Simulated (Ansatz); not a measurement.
**BP (F-43m): zone-centre modes against carrier density**

Aim: how far do free carriers move the optical modes of BP (F-43m)?

Main program and level: Ansatz 0.2.0; DFT LDA, scalar-relativistic, plane waves, PAW; PAW set soft_1.

Most raw output is cut from this account.

## (1) Set-up

The structure is cubic, space group F-43m (No. 216). Conventional cell: a = 4.538 Å, b = 4.538 Å, c = 4.538 Å, α = 90.00°, β = 90.00°, γ = 90.00°. Nearest to B lie 4 P at 1.97 Å. P has 4 B at 1.97 Å nearest. Farther neighbours are not listed.

Structure file:

```cif
data_structure
_symmetry_space_group_name_H-M 'F-43m'
_symmetry_Int_Tables_number 216
_cell_length_a 4.5380
_cell_length_b 4.5380
_cell_length_c 4.5380
_cell_angle_alpha 90.000
_cell_angle_beta 90.000
_cell_angle_gamma 90.000
_cell_volume 93.45
loop_
_atom_site_label
_atom_site_type_symbol
_atom_site_symmetry_multiplicity
_atom_site_Wyckoff_symbol
_atom_site_fract_x
_atom_site_fract_y
_atom_site_fract_z
_atom_site_occupancy
B1 B 4 a 0.00000 0.00000 0.00000 1
P1 P 4 c 0.25000 0.25000 0.25000 1
```

## (2) Relaxation

The cell and atoms are relaxed, since residual forces and stress would shift the frequencies.

The input, input.yaml:

```yaml
crystal:
  lattice:
    - [0.0, 2.269, 2.269]
    - [2.269, 0.0, 2.269]
    - [2.269, 2.269, 0.0]
  atoms:
    - { symbol: B, position: [0.0, 0.0, 0.0] }
    - { symbol: P, position: [0.75, 0.75, 0.75] }
kpoints:
  mp_grid: { grid: [10, 10, 10] }
hamiltonian:
  xc: lda
  pseudopotentials: { kind: paw, azcp: { folder: soft_1 }, xc_functional: pbe }
scf:
  occupations: { method: gaussian, width: 0.02 }
output:
  forces: true
  stress: true
  eigenvalues: true
relax:
  adjacent_minimum: "off"
  f_tol: 0.005
  max_steps: 80
  cell: { stress_tol: 0.05 }
```

Launch:

```sh
> ansatz run input.yaml --threads 4 --pin off --max-ram 16384MiB --backend cpu --events-out ev --progress --plain --runs-dir out
```

The job ended after 1.9 s (4 threads of Arm Neoverse V2, shared host; peak memory 0.27 GiB; 6.3 s of CPU time).

Step by step:

```tsv
step	energy less that of the first step (eV)	largest force component (eV/Å)	pressure (GPa)	volume (Å³)
1	0.0000	0.0000	-5.21	23.36
2	-0.0099	0.0000	-2.38	22.96
3	-0.0125	0.0000	0.11	22.63
4	-0.0125	0.0000	0.00	22.64
5*	-0.0121	0.0000	-0.03	22.64
```

Relaxation steps marked * repeat the geometry before them on a plane-wave basis chosen anew for their cell, so energy and pressure can jump there.

Forces are held to the 24 operations that the run works with; a distortion that breaks them can't arise in this run.

```tsv
conventional cell, symmetrised	before	after	change
a (Å)	4.538	4.491	-1.0 %
b (Å)	4.538	4.491	-1.0 %
c (Å)	4.538	4.491	-1.0 %
volume (Å³/atom)	11.68	11.32	-3.1 %
```

Final coordinates:

```
B P
1.0
     0.00000    2.24541    2.24541
     2.24541    0.00000    2.24541
     2.24541    2.24541    0.00000
B P
1 1
Direct
  0.00000 0.00000 0.00000
  0.75000 0.75000 0.75000
```

This step gave:

| Property | Result |
| --- | --- |
| pressure | -0.02551 GPa |
| gap on the k-mesh | 1.150 eV |
| volume per atom | 11.32 Å³ |

In this step the volume went from 11.68 to 11.32 Å³/atom.

## (3) Tight relaxation

Phonons need small forces and stress, so the relaxation is finished with tight tolerances on 12×12×12 k points.

input.yaml, the sections that differ from step 2:

```yaml
crystal:
  lattice:
    - [0.0, 2.2454114928, 2.2454114928]
    - [2.2454114928, 0.0, 2.2454114928]
    - [2.2454114928, 2.2454114928, 0.0]
  atoms:
    - { symbol: B, position: [0.0, 0.0, 0.0] }
    - { symbol: P, position: [0.75, 0.75, 0.75] }
kpoints:
  mp_grid: { grid: [12, 12, 12] }
scf:
  occupations: { method: fixed }
relax:
  adjacent_minimum: "off"
  f_tol: 0.001
  max_steps: 60
  cell: { stress_tol: 0.01 }
# hamiltonian, output: as in step 2
```

The job ended after 1.9 s (4 threads; peak memory 0.27 GiB).

Little changed from the start: no atom moved by 0.005 Å and no cell edge by 0.1 %.

Numbers from this step:

```yaml
pressure: 6.82e-5 GPa
gap_on_the_k_mesh: 1.144 eV
```

The forces vanish by symmetry and the pressure is 0.000 GPa, within the tolerances set. The cell now holds 11.32 Å³/atom.

## (4) Ground state of a member: no carriers

The cell of the neutral crystal is kept with no carriers. The bands are sampled on 36×36×36 points with Fermi-Dirac filling of 0.03 eV.

input.yaml, the sections that differ from step 3:

```yaml
crystal:
  lattice:
    - [0.0, 2.2452912038, 2.2452912038]
    - [2.2452912038, 0.0, 2.2452912038]
    - [2.2452912038, 2.2452912038, 0.0]
  atoms:
    - { symbol: B, position: [0.0, 0.0, 0.0] }
    - { symbol: P, position: [0.75, 0.75, 0.75] }
kpoints:
  mp_grid: { grid: [36, 36, 36] }
scf:
  occupations: { method: fermi_dirac, width: 0.03 }
# hamiltonian, output: as in step 3
# relax: removed
```

It took 6.8 s on 4 threads; peak memory 0.6 GiB; 26 s of CPU time.

The forces vanish by symmetry.

## (5) Modes of this member: no carriers

Phonons follow from the second derivative of the energy, found here by linear response.

The zone-centre modes follow for no carriers.

Changes to input.yaml since step 4:

```diff
@@ -16,4 +16,4 @@
 output:
-  forces: true
-  stress: true
   eigenvalues: true
+phonons:
+  method: dfpt
```

The job ended after 44 s (4 threads; peak memory 1.9 GiB; 2.7 min of CPU time).

Numbers from this step:

```yaml
sum_rule_residual_before_enforcement: 8.62e-6 eV/Å²
point_group: -43m
highest_optical_mode_at_the_zone_centre_no_lo_to_term: 820.9 cm⁻¹
lowest_optical_zone_centre_mode: 820.9 cm⁻¹
```

Without the LO-TO term. Patterns of degenerate modes are one choice out of their space. The modes at Γ (shares of kinetic energy by element, %):

```tsv
mode	frequency (cm⁻¹)	symmetry	B %	P %
1	0.0	acoustic	26	74
2	0.0	acoustic	26	74
3	0.0	acoustic	26	74
4	820.9	T2	74	26
5	820.9	T2	74	26
6	820.9	T2	74	26
```

Displacements in mode 6 (820.9 cm⁻¹), the largest set to 1:
```
B1   0.00  1.00  0.00
P2   0.00 -0.35  0.00
```

The optical mode without the LO-TO term lies at 820.9 cm⁻¹.

## (6) Ground state of a member: 15 × 10²⁰ holes per cm³

The cell of the neutral crystal is kept with 15 × 10²⁰ holes per cm³, balanced by a uniform background. The bands are sampled on 36×36×36 points with Fermi-Dirac filling of 0.03 eV.

Changes to input.yaml since step 5:

```diff
@@ -8,2 +8,3 @@
     - { symbol: P, position: [0.75, 0.75, 0.75] }
+total_charge: 0.033958
 kpoints:
@@ -16,4 +17,4 @@
 output:
+  forces: true
+  stress: true
   eigenvalues: true
-phonons:
-  method: dfpt
```

It took 6.2 s on 4 threads; peak memory 0.61 GiB.

The forces vanish by symmetry.

## (7) Zone-centre modes of the member: 15 × 10²⁰ holes per cm³

The zone-centre modes follow for 15 × 10²⁰ holes per cm³.

Changes to input.yaml since step 6:

```diff
@@ -17,4 +17,4 @@
 output:
-  forces: true
-  stress: true
   eigenvalues: true
+phonons:
+  method: dfpt
```

Run time: 42 s. Hardware: 4 threads; peak memory 1.9 GiB.

Numbers from this step:

```yaml
sum_rule_residual_before_enforcement: 9.07e-6 eV/Å²
highest_optical_mode_at_the_zone_centre_no_lo_to_term: 730.3 cm⁻¹
lowest_optical_zone_centre_mode: 730.3 cm⁻¹
```

Without the LO-TO term. Patterns of degenerate modes are one choice out of their space. The modes at Γ (shares of kinetic energy by element, %):

```tsv
mode	frequency (cm⁻¹)	symmetry	B %	P %
1	0.0	acoustic	26	74
2	0.0	acoustic	26	74
3	0.0	acoustic	26	74
4	730.3	T2	74	26
5	730.3	T2	74	26
6	730.3	T2	74	26
```

The optical mode without the LO-TO term lies at 730.3 cm⁻¹.

For the highest optical mode at the zone centre (no LO-TO term), step 5 gave 821 cm⁻¹; this run, with carriers -15 × 10²⁰ cm⁻³, gives 730 cm⁻¹ (-11 %).

## (8) A check on a coarser mesh: 2 × 10²⁰ holes per cm³

To see what the mesh is worth, the run for 2 × 10²⁰ holes per cm³ is repeated on 29×29×29 points.

Changes to input.yaml since step 7:

```diff
@@ -8,5 +8,5 @@
     - { symbol: P, position: [0.75, 0.75, 0.75] }
-total_charge: 0.033958
+total_charge: 0.004528
 kpoints:
-  mp_grid: { grid: [36, 36, 36] }
+  mp_grid: { grid: [29, 29, 29] }
 hamiltonian:
```

It took 23 s on 4 threads; peak memory 1.2 GiB.

This step gave:

```
sum-rule residual before enforcement                    : 8.73e-6 eV/Å²
highest optical mode at the zone centre (no LO-TO term) : 779.5 cm⁻¹
lowest optical zone-centre mode                         : 779.5 cm⁻¹
```

The highest mode comes at 779.5 cm⁻¹, against 778.2 cm⁻¹ on 36×36×36 points.

## (9) A check on a coarser mesh: 10 × 10²⁰ holes per cm³

To see what the mesh is worth, the run for 10 × 10²⁰ holes per cm³ is repeated on 29×29×29 points.

Changes to input.yaml since step 8:

```diff
@@ -8,3 +8,3 @@
     - { symbol: P, position: [0.75, 0.75, 0.75] }
-total_charge: 0.004528
+total_charge: 0.022639
 kpoints:
```

Wall time 23 s (4 threads); peak memory 1.1 GiB; 85 s of CPU time.

Numbers from this step:

| Item | Value |
| --- | --- |
| sum-rule residual before enforcement | 8.90e-6 eV/Å² |
| highest optical mode at the zone centre (no LO-TO term) | 749.0 cm⁻¹ |
| lowest optical zone-centre mode | 749.0 cm⁻¹ |

The highest mode comes at 749.0 cm⁻¹, against 743.5 cm⁻¹ on 36×36×36 points.

## (10) All members side by side

The members are set side by side, also those not shown above.

Electrons count positive and holes negative; without the LO-TO term; modes are tracked from the neutral crystal by their patterns, and those within 0.3 cm⁻¹ of each other stand once; the cell of the neutral crystal is kept and the atoms are relaxed where symmetry leaves them free; all runs use 36×36×36 k points and Fermi-Dirac smearing of 0.03 eV. Optical modes along the series:

```tsv
carriers (10²⁰ cm⁻³)	mode 4 T2 (cm⁻¹)
-15	730.3
-10	743.5
-6	760.5
-4	765.5
-2	778.2
-1	792.4
0	820.9
```

## (11) Summary of results

```json
{"members": "7", "mode": "mode 4 T2", "its frequency without carriers": "820.89 cm⁻¹", "its frequency at -15 × 10²⁰ cm⁻³": "730.29 cm⁻¹"}
```

In words: At 15 × 10²⁰ holes per cm³ the optical mode has moved by -90.60 cm⁻¹ from 820.89 cm⁻¹. At 2 and 10 × 10²⁰ cm⁻³ the coarser mesh moves the optical modes by up to 5.53 cm⁻¹, a measure of the error left by the mesh there. The response is adiabatic: the carriers follow the ions at once. Where they cannot, as for a zone-centre mode faster than their scattering, measured shifts differ, and line shapes are not given here. A static distortion lets holes move between the bands that it splits, which a fast mode allows only in part, so this softening can be well above the one seen in Raman spectra. The background stands for dopants without their size, scattering or local bonds, and the cell is that of the neutral crystal, although carriers also change the volume at rest, which would shift the modes as well. Spin-orbit coupling, which splits the valence bands that hold the holes, is left out. In a polar crystal the carriers also screen the field of the longitudinal modes, often the largest effect; only modes without that field are treated here. These are harmonic frequencies of a static lattice, with warm electrons: anharmonic shifts, linewidths and thermal expansion are left out. The PAW files were made for PBE; the program adapts parts of them to the functional of the run, but their partial waves stay those of PBE, an approximation that was not tested in this session. Only the zone centre was solved, so an instability at another wavevector cannot show here.

[Logs are printed without paths, hosts, clocks, repeated set-up lines and the standing remarks that a program may print on its own settings, such as how far it seeks lower states.]

[Hosts, paths, dates, database ids (printed as entryN), source tags and the programs' standing remarks are cut or masked in the printed files.]
